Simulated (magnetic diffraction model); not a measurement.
# Solving a magnetic structure from powder neutron data: LuMnPt₂

Space group P6_3/mmc (no. 194), a = 4.1520 Å, c = 8.4370 Å.

| site | atom | x | y | z |
| --- | --- | --- | --- | --- |
| 4f | Pt | 2/3 | 1/3 | 0.0885 |
| 2c | Lu | 1/3 | 2/3 | 1/4 |
| 2a | Mn | 0 | 0 | 1/2 |

This is a made-up structure (elements placed in a structure type, unrelaxed), so the numbers test the method and describe no known phase.

Only Mn is taken to order (form factors of Mn2+); orders and moment sizes are assumed, and not adapted to the symmetry. Radiation: neutrons of λ = 2.0775 Å, 3° to 100°; isotropic B of 0.34 Å² (Pt), 0.3 Å² (Lu) and 0.49 Å² (Mn). Simulated constant-wavelength pattern: nuclear and magnetic terms add, the magnetic one as |2.695 fm × Σ f S⊥ exp(2πi Q·r) exp(−B s²)|², summed over all Q at one angle with the factor 1/(sin²θ cos θ). For collinear order S is the moment m, which repeats by lattice and centring translations R with the sign exp(−2πi k·R). Free-ion form factors, Sears's scattering lengths of 1992, no absorption; a label names one of the reflections at its angle. The strongest nuclear line in the range is 100, and lines under 0.2 are left out.

Above the ordering temperature:

```
2θ (°)    index      I
 28.51  (0 0 2)    0.6
 33.58  (1 0 0)   68.4
 36.60  (1 0 1)    2.6
 44.62  (1 0 2)    5.4
 55.93  (1 0 3)  100.0
 59.01  (0 0 4)    1.9
 60.05  (1 1 0)   44.3
 67.79  (1 1 2)    0.8
 69.63  (1 0 4)    0.3
 70.59  (2 0 0)   19.2
 72.42  (2 0 1)    0.8
 77.81  (2 0 2)    2.2
 86.59  (2 0 3)   54.6
 89.19  (1 1 4)    6.7
 95.24  (0 0 6)   14.2
 99.69  (2 1 0)   26.7
```

Below it (cell unchanged):

| 2θ (°) | I |
| --- | --- |
| 18.07 | 1.9 |
| 27.12 | 3.0 |
| 28.51 | 0.6 |
| 29.86 | 3.8 |
| 33.58 | 68.4 |
| 36.23 | 2.3 |
| 36.60 | 2.6 |
| 39.75 | 1.4 |
| 44.62 | 5.4 |
| 45.55 | 1.0 |
| 46.74 | 1.1 |
| 50.23 | 0.9 |
| 54.06 | 0.6 |
| 55.93 | 100.0 |
| 58.77 | 0.7 |
| 59.01 | 1.9 |
| 59.77 | 0.5 |
| 60.05 | 44.3 |
| 63.26 | 0.7 |
| 67.09 | 0.6 |
| 67.79 | 0.8 |
| 69.63 | 0.3 |
| 69.86 | 0.2 |
| 70.33 | 0.4 |
| 70.59 | 19.2 |
| 72.42 | 0.8 |
| 74.45 | 0.4 |
| 74.88 | 0.2 |
| 77.81 | 2.2 |
| 84.61 | 0.2 |
| 85.06 | 0.2 |
| 86.59 | 54.6 |
| 89.19 | 6.7 |
| 95.24 | 14.2 |
| 99.69 | 26.7 |

**Question.** Check that the new lines index with k = (0 1/2 1/2), then choose among these models:
A. collinear moments along [001], 2.72 μB on Mn; signs + at (0, 0, 1/2), + at (0, 0, 0)
B. collinear moments along [120], 2.72 μB on Mn; signs + at (0, 0, 1/2), + at (0, 0, 0)
C. collinear moments along [120], 2.72 μB on Mn; signs + at (0, 0, 1/2), − at (0, 0, 0)
D. collinear moments along [001], 2.72 μB on Mn; signs + at (0, 0, 1/2), − at (0, 0, 0)

The new lines index as (0 1/2 1/2) at 18.07°, (0 1/2 3/2) at 27.12°, (1 -1/2 1/2) at 29.86° and (1 -1/2 3/2) at 36.23°, that is as H ± k with k = (0 1/2 1/2), one of 3 inequivalent arms of its star (k and −k counted as one), which a powder can't tell apart. Half indices mean that the moments reverse under translations with k·R a half-integer, and the magnetic cell has twice the primitive volume.

Magnetic intensity, observed (below minus above) and for each model:

| 2θ (°) | index | observed | A | B | C | D |
| --- | --- | --- | --- | --- | --- | --- |
| 18.07 | (0 1/2 1/2) | 1.9 | 10.5 | 1.9 | 1.9 | 10.5 |
| 27.12 | (0 1/2 3/2) | 3.0 | 1.8 | 3.0 | 3.0 | 1.8 |
| 36.23 | (1 -1/2 3/2) | 2.3 | 1.5 | 2.3 | 2.3 | 1.5 |
| 39.75 | (0 1/2 5/2) | 1.4 | 0.3 | 1.4 | 1.4 | 0.3 |
| 45.55 | (1 1/2 1/2) | 1.0 | 2.3 | 1.0 | 1.0 | 2.3 |
| 46.74 | (1 -1/2 5/2) | 1.1 | 0.4 | 1.1 | 1.1 | 0.4 |
| 51.91 | (0 3/2 1/2) | <0.2 | 0.8 | <0.2 | <0.2 | 0.8 |
| 54.06 | (0 1/2 7/2) | 0.6 | <0.2 | 0.6 | 0.6 | <0.2 |

Models B and C match alike on every line, so these data can't choose among them (such ties are often domains of one structure).

The structure used: k = (0 1/2 1/2), collinear moments along [120], 2.72 μB on Mn; signs + at (0, 0, 1/2), + at (0, 0, 0).

[Logs are printed without paths, hosts, clocks, repeated set-up lines and the standing remarks that a program may print on its own settings, such as how far it seeks lower states.]
